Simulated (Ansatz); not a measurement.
**Ta2PbN: relaxing a made-up structure**

This structure for Ta2PbN is made up. Its elements were placed in a known structure type with a cell scaled to their sizes. What cell does the guess relax to, and how far off was it?

Program: Ansatz 0.2.0. Level of theory: DFT, r2SCAN, plane-wave PAW, files of the set soft_1, scalar-relativistic, no spin, cell and ions relaxed at zero pressure; PAW set soft_1, in the first sound run; inputs show where later runs differ. Results are calculated unless marked as measured.

## Step 1: Starting point

The structure is hexagonal, space group P6_3/mmc (No. 194). The conventional cell has a = 3.380 Å, b = 3.380 Å, c = 14.212 Å, α = 90.00°, β = 90.00°, γ = 120.00°. Nearest to Pb lie 6 Ta at 3.02 Å and 6 Pb at 3.38 Å. Ta has 3 N at 2.31 Å nearest. Nearest to N lie 6 Ta at 2.31 Å. Farther neighbours and most contacts between anions are not listed.

## Step 2: Relaxation of the guess

The guessed cell has no reason to be at equilibrium. It is relaxed with the atoms, within the space group of the guess.

input.yaml

```yaml
crystal:
  lattice:
    - [3.38, 0.0, 0.0]
    - [-1.69, 2.927165865, 0.0]
    - [0.0, 0.0, 14.212]
  atoms:
    - { symbol: Pb, position: [0.333333333, 0.666666667, 0.75] }
    - { symbol: Pb, position: [0.666666667, 0.333333333, 0.25] }
    - { symbol: Ta, position: [0.666666667, 0.333333333, 0.5876] }
    - { symbol: Ta, position: [0.333333333, 0.666666667, 0.4124] }
    - { symbol: Ta, position: [0.333333333, 0.666666667, 0.0876] }
    - { symbol: Ta, position: [0.666666667, 0.333333333, 0.9124] }
    - { symbol: "N", position: [0.0, 0.0, 0.5] }
    - { symbol: "N", position: [0.0, 0.0, 0.0] }
kpoints:
  mp_grid: { grid: [9, 9, 2] }
scf:
  occupations: { method: fermi_dirac, width: 0.05 }
hamiltonian:
  xc: r2scan
  pseudopotentials: { kind: paw, azcp: { folder: soft_1 } }
relax:
  f_tol: 0.015
  max_steps: 70
  cell: {}
output:
  forces: true
  stress: true
```

Launch:

```sh
ansatz run input.yaml --threads 4 --pin off --max-ram 10240MiB --backend cpu --events-out ev --progress --plain --runs-dir out
```

Numbers of over 12 decimals in the logs are rounded to 6 here.

The program printed:

```text
Engine: ansatz 0.2.0, aarch64-unknown-linux-gnu
Pseudopotentials: kind: paw
Pseudopotential: Pb, paw, valence charge 14, recommended cutoff 500 eV (meta_gga), soft_1/Pb.paw.azcp
Pseudopotential: Ta, paw, valence charge 13, recommended cutoff 500 eV (meta_gga), soft_1/Ta.paw.azcp
Pseudopotential: N, paw, valence charge 5, recommended cutoff 500 eV (meta_gga), soft_1/N.paw.azcp
Functional definition: r2SCAN
  parameter k0 = 0.174
  parameter k1 = 0.065
  parameter a1 = 4.9479
  exchange = r2scan_x(k0 = k0, k1 = k1, a1 = a1)
  correlation = r2scan_c
Crystal: 8 atoms, lattice volume = 140.611 Å³
Basis set: ecut = 500 eV, 3591 PW (Γ), exchange–correlation on 100×100×432 points (64 copies of the dense FFT grid, shifted against one another)
Bands: 54, of which v1, the nominal top of the filled ones, is band 45 counted from 1 (44 counted from 0)
Symmetry: 24 space group operations
Space group: P63/mmc (ITA 194), of the structure as read, at distance tolerance 5.2e-5 Å
k-points: 24 of 162
Non-local potential: Pb, projectors of the file, l = 0: 2, l = 1: 2, l = 2: 2, l = 3: 1
Non-local potential: Ta, projectors of the file, l = 0: 3, l = 1: 2, l = 2: 2, l = 3: 1
Non-local potential: N, projectors of the file, l = 0: 2, l = 1: 2, l = 2: 1
PAW form: soft (Blöchl's): semilocal exchange-correlation on the pseudo side does not see the compensation charge
PAW frozen core: Pb, regenerated for the run's functional (the file was generated under x = pbe(κ = 0.804, μ = 0.219515), c = pbe(β = 0.066725))
PAW frozen core: Ta, regenerated for the run's functional (the file was generated under x = pbe(κ = 0.804, μ = 0.219515), c = pbe(β = 0.066725))
PAW frozen core: N, regenerated for the run's functional (the file was generated under x = pbe(κ = 0.804, μ = 0.219515), c = pbe(β = 0.066725))
PAW one-centre angular grid: Pb, 590 points (default); XC on 160 Gauss nodes
PAW one-centre angular grid: Ta, 590 points (default); XC on 160 Gauss nodes
PAW one-centre angular grid: N, 302 points (default); XC on 160 Gauss nodes
Initial density: superposition of atomic densities (chi_scale 0.1, normalization cell, long waves kept (reshape's long-wave potential 0.04 eV rms))
Initial wavefunctions: pseudopotential atomic-orbital guess
Functional: x = r2scan, c = r2scan; τ floored in thin density (d = 2e-4 eV/Å³)
SCF iter   1: F=—  HF=-64397.178347 eV  |F-HF|=—  |Δ(HF+E_count)|=         —  Δρ=4.36e-2  dr2=7.84e0  dr2_τ=1.79e-1  ethr=3.10e-3  ⟨swp⟩=6.7  Hψ=5133  notcnv=0  defer=1
preconditioner: auto → Kerker (q_TF=auto, 2.533 Å⁻¹)  [metal: Δε(μ)=0.028 eV  Ē_g=10.468 eV  σ=0.050 eV  W_gap=0.14  n_scr=52 (ndim 8)  ℏωp=23.8 eV  f_vac=0.000  D(μ)=8.36/eV (n_scr^D=80)]
SCF iter   2: F=—  HF=-64396.479483 eV  |F-HF|=—  |Δ(HF+E_count)|=   6.99e-1  Δρ=2.49e-2  dr2=2.89e0  dr2_τ=2.50e-2  ethr=3.10e-3  ⟨swp⟩=2.9  Hψ=2456  notcnv=0  defer=6
SCF iter   3: F=—  HF=-64396.242011 eV  |F-HF|=—  |Δ(HF+E_count)|=   2.37e-1  Δρ=1.40e-2  dr2=3.27e-1  dr2_τ=5.78e-2  ethr=3.10e-3  ⟨swp⟩=3.1  Hψ=1927  notcnv=0  defer=6
SCF iter   4: F=—  HF=-64396.201936 eV  |F-HF|=—  |Δ(HF+E_count)|=   4.01e-2  Δρ=3.36e-3  dr2=3.42e-2  dr2_τ=3.22e-3  ethr=3.64e-4  ⟨swp⟩=3.2  Hψ=2281  notcnv=0  defer=8
SCF iter   5: F=—  HF=-64396.201130 eV  |F-HF|=—  |Δ(HF+E_count)|=   8.06e-4  Δρ=1.20e-3  dr2=2.18e-3  dr2_τ=8.23e-5  ethr=3.80e-5  ⟨swp⟩=2.0  Hψ=1665  notcnv=0  defer=8
SCF iter   6: F=—  HF=-64396.202126 eV  |F-HF|=—  |Δ(HF+E_count)|=   9.96e-4  Δρ=3.64e-4  dr2=2.03e-4  dr2_τ=6.19e-6  ethr=2.42e-6  ⟨swp⟩=2.0  Hψ=2025  notcnv=0  defer=8
SCF iter   7: F=—  HF=-64396.202262 eV  |F-HF|=—  |Δ(HF+E_count)|=   1.36e-4  Δρ=7.12e-5  dr2=9.60e-6  dr2_τ=2.68e-7  ethr=2.26e-7  ⟨swp⟩=2.0  Hψ=1732  notcnv=0  defer=8
SCF iter   8: F=—  HF=-64396.202440 eV  |F-HF|=—  |Δ(HF+E_count)|=   1.79e-4  Δρ=2.59e-5  dr2=8.11e-7  dr2_τ=5.72e-8  ethr=1.07e-8  ⟨swp⟩=2.2  Hψ=1905  notcnv=0  defer=8
SCF iter   9: F=-64396.202441 eV  HF=-64396.202441 eV  |F-HF|=2.26e-8  |Δ(HF+E_count)|=   3.43e-7  Δρ=3.66e-6  dr2=1.62e-8  dr2_τ=8.26e-10  ethr=1.11e-10  ⟨swp⟩=5.4  Hψ=4824  notcnv=0
SCF 1 converged in 9 iterations: F = -64396.202441 eV  dr2 = 1.62e-8
  greatest PAW one-centre occupation: 0.999 electrons in one spin orbital (limit 2), on the Ta atom at site 5 (counted from 0), in its partial waves of l = 0
relax step   1: F+E_penalty+E_count = -64396.20244086 eV  Δ(F+E_penalty+E_count) = +0.000e0 eV  max|allowed force component| = 2.790e0 eV/Å  Δτ_max = 0.0000 Å  P = -19.195 GPa  Ω = 140.611 Å³  (9 SCF iters, dr2 threshold 1.00e-7 eV, accepted)
Crystal: 8 atoms, lattice volume = 123.590 Å³
Basis set: ecut = 500 eV, 3115 PW (Γ), exchange–correlation on 100×100×432 points (64 copies of the dense FFT grid, shifted against one another)
Initial density: handed on by an earlier stage of this run
Initial wavefunctions: those handed on with the density
SCF iter   1: F=—  HF=-64397.136143 eV  |F-HF|=—  |Δ(HF+E_count)|=         —  Δρ=3.55e-2  dr2=7.73e0  dr2_τ=1.05e1  ethr=3.10e-3  ⟨swp⟩=11.8  Hψ=6584  notcnv=0  defer=3
preconditioner: auto → Kerker (q_TF=auto, 2.588 Å⁻¹)  [metal: Δε(μ)=0.017 eV  Ē_g=12.167 eV  σ=0.050 eV  W_gap=0.08  n_scr=40 (ndim 8)  ℏωp=25.4 eV  f_vac=0.000  D(μ)=4.92/eV (n_scr^D=52)]
SCF iter   2: F=—  HF=-64398.282630 eV  |F-HF|=—  |Δ(HF+E_count)|=    1.15e0  Δρ=1.94e-2  dr2=3.17e0  dr2_τ=1.90e-2  ethr=3.10e-3  ⟨swp⟩=2.7  Hψ=2449  notcnv=0  defer=34
SCF iter   3: F=—  HF=-64397.859172 eV  |F-HF|=—  |Δ(HF+E_count)|=   4.23e-1  Δρ=4.46e-3  dr2=9.13e-2  dr2_τ=9.66e-3  ethr=3.10e-3  ⟨swp⟩=3.4  Hψ=1792  notcnv=0  defer=34
SCF iter   4: F=—  HF=-64397.858457 eV  |F-HF|=—  |Δ(HF+E_count)|=   7.15e-4  Δρ=2.04e-3  dr2=9.90e-3  dr2_τ=4.69e-4  ethr=1.01e-4  ⟨swp⟩=3.1  Hψ=1954  notcnv=0  defer=30
SCF iter   5: F=—  HF=-64397.859317 eV  |F-HF|=—  |Δ(HF+E_count)|=   8.60e-4  Δρ=4.84e-4  dr2=2.73e-4  dr2_τ=2.28e-5  ethr=1.10e-5  ⟨swp⟩=2.0  Hψ=1676  notcnv=0  defer=30
SCF iter   6: F=—  HF=-64397.859661 eV  |F-HF|=—  |Δ(HF+E_count)|=   3.44e-4  Δρ=1.99e-4  dr2=5.25e-5  dr2_τ=4.15e-6  ethr=3.03e-7  ⟨swp⟩=2.2  Hψ=2034  notcnv=0  defer=30
SCF iter   7: F=—  HF=-64397.859695 eV  |F-HF|=—  |Δ(HF+E_count)|=   3.47e-5  Δρ=8.13e-5  dr2=8.60e-6  dr2_τ=1.35e-6  ethr=5.83e-8  ⟨swp⟩=2.0  Hψ=1934  notcnv=0  defer=30
SCF iter   8: F=-64397.859698 eV  HF=-64397.859698 eV  |F-HF|=2.65e-7  |Δ(HF+E_count)|=   2.37e-6  Δρ=1.99e-5  dr2=6.45e-7  dr2_τ=5.81e-8  ethr=8.89e-10  ⟨swp⟩=3.9  Hψ=5449  notcnv=0
SCF 2 converged in 8 iterations: F = -64397.859698 eV  dr2 = 6.45e-7
[...]
SCF iter   2: F=—  HF=-64398.137351 eV  |F-HF|=—  |Δ(HF+E_count)|=   4.84e-1  Δρ=5.35e-3  dr2=1.84e-1  dr2_τ=8.78e-4  ethr=4.03e-4  ⟨swp⟩=2.6  Hψ=2014  notcnv=0
SCF iter   3: F=—  HF=-64398.118941 eV  |F-HF|=—  |Δ(HF+E_count)|=   1.84e-2  Δρ=5.79e-3  dr2=4.13e-2  dr2_τ=6.91e-3  ethr=2.04e-4  ⟨swp⟩=3.5  Hψ=2154  notcnv=0
SCF iter   4: F=—  HF=-64398.110850 eV  |F-HF|=—  |Δ(HF+E_count)|=   8.09e-3  Δρ=1.88e-3  dr2=5.28e-3  dr2_τ=2.11e-4  ethr=4.59e-5  ⟨swp⟩=2.0  Hψ=1965  notcnv=0  defer=8
SCF iter   5: F=—  HF=-64398.110019 eV  |F-HF|=—  |Δ(HF+E_count)|=   8.31e-4  Δρ=3.30e-4  dr2=3.88e-4  dr2_τ=2.75e-5  ethr=5.87e-6  ⟨swp⟩=2.0  Hψ=1729  notcnv=0  defer=8
SCF iter   6: F=—  HF=-64398.110189 eV  |F-HF|=—  |Δ(HF+E_count)|=   1.70e-4  Δρ=9.32e-5  dr2=1.13e-5  dr2_τ=4.85e-7  ethr=4.32e-7  ⟨swp⟩=2.2  Hψ=1787  notcnv=0  defer=8
SCF iter   7: F=—  HF=-64398.110197 eV  |F-HF|=—  |Δ(HF+E_count)|=   7.77e-6  Δρ=4.08e-5  dr2=2.27e-6  dr2_τ=1.97e-7  ethr=1.26e-8  ⟨swp⟩=2.1  Hψ=2015  notcnv=0  defer=8
SCF iter   8: F=-64398.110197 eV  HF=-64398.110197 eV  |F-HF|=4.49e-8  |Δ(HF+E_count)|=   2.91e-7  Δρ=9.51e-6  dr2=1.27e-7  dr2_τ=4.40e-9  ethr=8.89e-10  ⟨swp⟩=5.0  Hψ=4431  notcnv=0
SCF 3 converged in 8 iterations: F = -64398.110197 eV  dr2 = 1.27e-7
relax step   3: F+E_penalty+E_count = -64398.11019728 eV  Δ(F+E_penalty+E_count) = -2.505e-1 eV  max|allowed force component| = 5.645e-1 eV/Å  Δτ_max = 0.0091 Å  P = -2.592 GPa  Ω = 131.271 Å³  energy of the carried Pulay correction = +2.219e-3 eV  (8 SCF iters, dr2 threshold 8.00e-7 eV, accepted)
[...]
relax step   4: F+E_penalty+E_count = -64398.17347001 eV  Δ(F+E_penalty+E_count) = -6.327e-2 eV  max|allowed force component| = 1.870e-2 eV/Å  Δτ_max = 0.0401 Å  P = -1.559 GPa  Ω = 132.383 Å³  energy of the carried Pulay correction = +1.947e-3 eV  (8 SCF iters, dr2 threshold 8.00e-7 eV, accepted)
[...]
relax step   5: F+E_penalty+E_count = -64398.18653561 eV  Δ(F+E_penalty+E_count) = -1.307e-2 eV  max|allowed force component| = 6.212e-2 eV/Å  Δτ_max = 0.0118 Å  P = -0.017 GPa  Ω = 130.793 Å³  energy of the carried Pulay correction = +2.337e-3 eV  (7 SCF iters, dr2 threshold 8.00e-7 eV, accepted)
[...]
relax step   6: F+E_penalty+E_count = -64398.18786787 eV  Δ(F+E_penalty+E_count) = -1.332e-3 eV  max|allowed force component| = 1.173e-2 eV/Å  Δτ_max = 0.0043 Å  P = -0.005 GPa  Ω = 130.971 Å³  energy of the carried Pulay correction = +2.293e-3 eV  (5 SCF iters, dr2 threshold 7.26e-7 eV, accepted)
Basis set: ecut = 500 eV, 3301 PW (Γ), exchange–correlation on 100×100×400 points (64 copies of the dense FFT grid, shifted against one another)
Initial wavefunctions: pseudopotential atomic-orbital guess (no wavefunctions were taken with the density)
iter 1 solved again at ethr=4.70e-8 eV; its pass at ethr=3.10e-3 eV (dr2=4.23e-5 eV) is discarded
SCF iter   1: F=—  HF=-64398.185762 eV  |F-HF|=—  |Δ(HF+E_count)|=         —  Δρ=1.44e-4  dr2=3.09e-6  dr2_τ=2.99e-5  ethr=4.70e-8  ⟨swp⟩=4.4  Hψ=9558  notcnv=0
preconditioner: auto → Kerker (q_TF=auto, 2.563 Å⁻¹)  [metal: Δε(μ)=0.047 eV  Ē_g=12.207 eV  σ=0.050 eV  W_gap=0.23  n_scr=40 (ndim 8)  ℏωp=24.7 eV  f_vac=0.000  D(μ)=5.58/eV (n_scr^D=52)]
SCF iter   2: F=—  HF=-64398.185776 eV  |F-HF|=—  |Δ(HF+E_count)|=   1.36e-5  Δρ=7.62e-5  dr2=9.80e-7  dr2_τ=9.79e-7  ethr=3.43e-9  ⟨swp⟩=2.1  Hψ=1961  notcnv=0
SCF iter   3: F=—  HF=-64398.185778 eV  |F-HF|=—  |Δ(HF+E_count)|=   2.38e-6  Δρ=1.10e-5  dr2=1.21e-7  dr2_τ=4.57e-8  ethr=1.09e-9  ⟨swp⟩=2.2  Hψ=2048  notcnv=0
SCF iter   4: F=—  HF=-64398.185778 eV  |F-HF|=—  |Δ(HF+E_count)|=   3.48e-8  Δρ=3.08e-6  dr2=1.62e-8  dr2_τ=5.67e-10  ethr=1.35e-10  ⟨swp⟩=2.0  Hψ=1834  notcnv=0
SCF iter   5: F=—  HF=-64398.185778 eV  |F-HF|=—  |Δ(HF+E_count)|=   1.75e-8  Δρ=1.31e-6  dr2=3.23e-9  dr2_τ=2.84e-10  ethr=1.80e-11  ⟨swp⟩=2.0  Hψ=1798  notcnv=0
SCF iter   6: F=—  HF=-64398.185779 eV  |F-HF|=—  |Δ(HF+E_count)|=   3.17e-9  Δρ=4.49e-7  dr2=2.21e-10  dr2_τ=2.41e-11  ethr=3.59e-12  ⟨swp⟩=2.2  Hψ=1871  notcnv=0
SCF iter   7: F=-64398.185779 eV  HF=-64398.185779 eV  |F-HF|=1.46e-11  |Δ(HF+E_count)|=  3.20e-10  Δρ=9.16e-8  dr2=1.57e-11  dr2_τ=6.24e-13  ethr=1.00e-12  ⟨swp⟩=5.1  Hψ=4631  notcnv=0
SCF 7 converged in 7 iterations: F = -64398.185779 eV  dr2 = 1.57e-11
relax step   7: F+E_penalty+E_count = -64398.18577850 eV  Δ(F+E_penalty+E_count) = +2.089e-3 eV  max|allowed force component| = 1.170e-2 eV/Å  Δτ_max = 0.0000 Å  P = -0.005 GPa  Ω = 130.971 Å³  stress off target by 1.10e-2 GPa  SCF on the basis re-selected at this cell (its energy is not comparable with the rows above)  (7 SCF iters)
basis re-selected at this cell: Δ(F+E_penalty+E_count) = +2.089e-3 eV, ΔP = -0.000 GPa vs the last step (what re-selecting the basis moved, of the pressure what is left beyond the Pulay correction that the steps carried, after the strain that the cell walked since its last selection, with what the two solves' SCF thresholds leave and, on support functions, any second-order correction that the steps lacked; it is no measure of the basis error at this ecutwfc). The dense FFT grid was sized anew with the basis: this SCF ran on 25×25×100 points, the steps before it on 25×25×108, so part of this shift can come from that change (see relax.cell in the input reference). [rest of the remark cut]
SCF converged after 7 iterations
Free energy (F): -64398.185779 eV
Harris-Foulkes:  -64398.185779 eV  (|F-HF|=1.46e-11)
Internal energy: -64398.141083 eV  (E = F + TS)
E sigma→0 (E₀):  -64398.163431 eV
Entropy (-TS):   -0.044696 eV (-5.587 meV/atom)
Fermi energy:    17.846610 eV
--- Per-component energies (eV) ---
  E_band       = -442.601347
  E_kinetic    = 2439.200589
  E_local      = -4579.247411  (includes V_loc(G=0)·N_el)
  E_nonlocal   = 641.270570
  E_hartree    = 1757.221604
  E_xc         = -1726.160054
  E_vxc        = -1509.273454  (∫ρ·V_xc dr)
  E_paw        = -54443.282910  (= ΣΔE_a)
  E_vpaw       = -1032.519313  (= ΣTr[D̂ρ^β])
  E_aug_tail   = 0.000224  (compensation charges beyond the density's cutoff)
  E_vtau       = 83.524312  (kinetic-family band-sum trace: ∫τ·v_τ [+ j·A + Jᵃ·Aᵃ] dr)
  E_ewald      = -8485.989016
  E_core_change = -1.154677  (= ΣΔE_core)
  E_smearing   = -0.044696  (= −TS)
  E_closure    = 0.000000  (closes the sum)
  Σ components = -64398.185779   (vs F -64398.185779, Δ=0.00e0)
--- Forces (eV/Å), atoms counted from 1 ---
  atom   1  Pb     0.00000000    -0.00000000     0.00000000
  atom   2  Pb    -0.00000000     0.00000000    -0.00000000
  atom   3  Ta     0.00000000     0.00000000     0.01170134
  atom   4  Ta    -0.00000000    -0.00000000    -0.01170134
  atom   5  Ta     0.00000000    -0.00000000     0.01170134
  atom   6  Ta    -0.00000000     0.00000000    -0.01170134
  atom   7  N     -0.00000000     0.00000000    -0.00000000
  atom   8  N     -0.00000000    -0.00000000    -0.00000000
  max |Σ_I F_I| component: 4.63e-17 eV/Å
--- Stress (GPa, compression-positive) ---
       -0.011033       0.000000       0.000000
        0.000000      -0.011033      -0.000000
        0.000000      -0.000000       0.008017
  P = ⅓ Tr σ = -0.0047 GPa (-0.047 kbar)
--- Relaxed structure (6 steps of the walk, 6 accepted, 1 SCFs on fresh bases) ---
  F+E_penalty+E_count = -64398.18577850 eV   max|allowed force component| = 1.170e-2 eV/Å   (the final SCF, on the basis selected at the relaxed cell)
  cell:  # Å, volume = 130.9711 Å³
    - [3.381959, 0, 0]
    - [-1.690979, 2.928862, 0]
    - [0, 0, 13.222336]
  atoms:
    - { symbol: Pb, position: [0.333333, 0.666667, 0.750000] }
    - { symbol: Pb, position: [0.666667, 0.333333, 0.250000] }
    - { symbol: Ta, position: [0.666667, 0.333333, 0.574190] }
    - { symbol: Ta, position: [0.333333, 0.666667, 0.425810] }
    - { symbol: Ta, position: [0.333333, 0.666667, 0.074190] }
    - { symbol: Ta, position: [0.666667, 0.333333, 0.925810] }
    - { symbol: N, position: [0, 0, 0.500000] }
    - { symbol: N, position: [0, 0, -4.577267826423465e-19] }
```

It took 42 s on 4 threads of Arm Neoverse V1, shared host; peak memory 0.89 GiB.

Step by step:

```
step  energy less that of the first step (eV)  largest force component (eV/Å)  pressure (GPa)  volume (Å³)
   1                                   0.0000                          2.7900          -19.20       140.61
   2                                  -1.6573                          0.9219           11.18       123.59
   3                                  -1.9078                          0.5645           -2.59       131.27
   4                                  -1.9710                          0.0187           -1.56       132.38
   5                                  -1.9841                          0.0621           -0.02       130.79
   6                                  -1.9854                          0.0117            0.00       130.97
  7*                                  -1.9833                          0.0117            0.00       130.97
```

Relaxation steps marked * repeat the geometry before them on a plane-wave basis chosen anew for their cell, so energy and pressure can jump there.

Forces are held to the 24 operations that the run works with; a distortion that breaks them can't arise in this run.

```csv
"conventional cell, symmetrised",before,after,change
a (Å),3.380,3.382,+0.1 %
b (Å),3.380,3.382,+0.1 %
c (Å),14.212,13.222,-7.0 %
volume (Å³/atom),17.58,16.37,-6.9 %
```

The atoms that moved most (Å, as changes of fractional coordinates times the final cell):

```csv
atom,dx,dy,dz,length
Ta6,0.000,0.000,0.177,0.177
Ta4,0.000,0.000,0.177,0.177
Ta5,0.000,0.000,-0.177,0.177
Ta3,0.000,0.000,-0.177,0.177
```

The relaxed structure:

```cif
data_structure
_symmetry_space_group_name_H-M 'P 1'
_symmetry_Int_Tables_number 1
_cell_length_a 3.3820
_cell_length_b 3.3820
_cell_length_c 13.2223
_cell_angle_alpha 90.000
_cell_angle_beta 90.000
_cell_angle_gamma 120.000
_cell_volume 130.97
loop_
_atom_site_label
_atom_site_type_symbol
_atom_site_fract_x
_atom_site_fract_y
_atom_site_fract_z
_atom_site_occupancy
Pb1 Pb 0.33333 0.66667 0.75000 1
Pb2 Pb 0.66667 0.33333 0.25000 1
Ta3 Ta 0.66667 0.33333 0.57419 1
Ta4 Ta 0.33333 0.66667 0.42581 1
Ta5 Ta 0.33333 0.66667 0.07419 1
Ta6 Ta 0.66667 0.33333 0.92581 1
N7 N 0.00000 0.00000 0.50000 1
N8 N 0.00000 0.00000 0.00000 1
```

This step gave:

- free energy: -64398.1858 eV
- energy at zero smearing: -64398.1634 eV
- smearing term TS: 0.04470 eV
- Fermi energy: 17.85 eV
- electrons: 90
- symmetry operations: 24
- pressure: -0.004683 GPa

The shortest distance of each pair, which need not be the same contact before and after:

```csv
pair,guess (Å),relaxed (Å)
N–Ta,2.315,2.185
Ta–Ta,3.164,2.768
Pb–Ta,3.022,3.036
Pb–Pb,3.380,3.382
N–N,3.380,3.382
```

The relaxation ends with a largest force component of 0.012 eV/Å and a pressure of 0.00 GPa.

(Part 1 of 2 ends here.)

[Logs are printed without paths, hosts, clocks, repeated set-up lines and the standing remarks that a program may print on its own settings, such as how far it seeks lower states.]

[Hosts, paths, dates, database ids (printed as entryN), source tags and the programs' standing remarks are cut or masked in the printed files.]
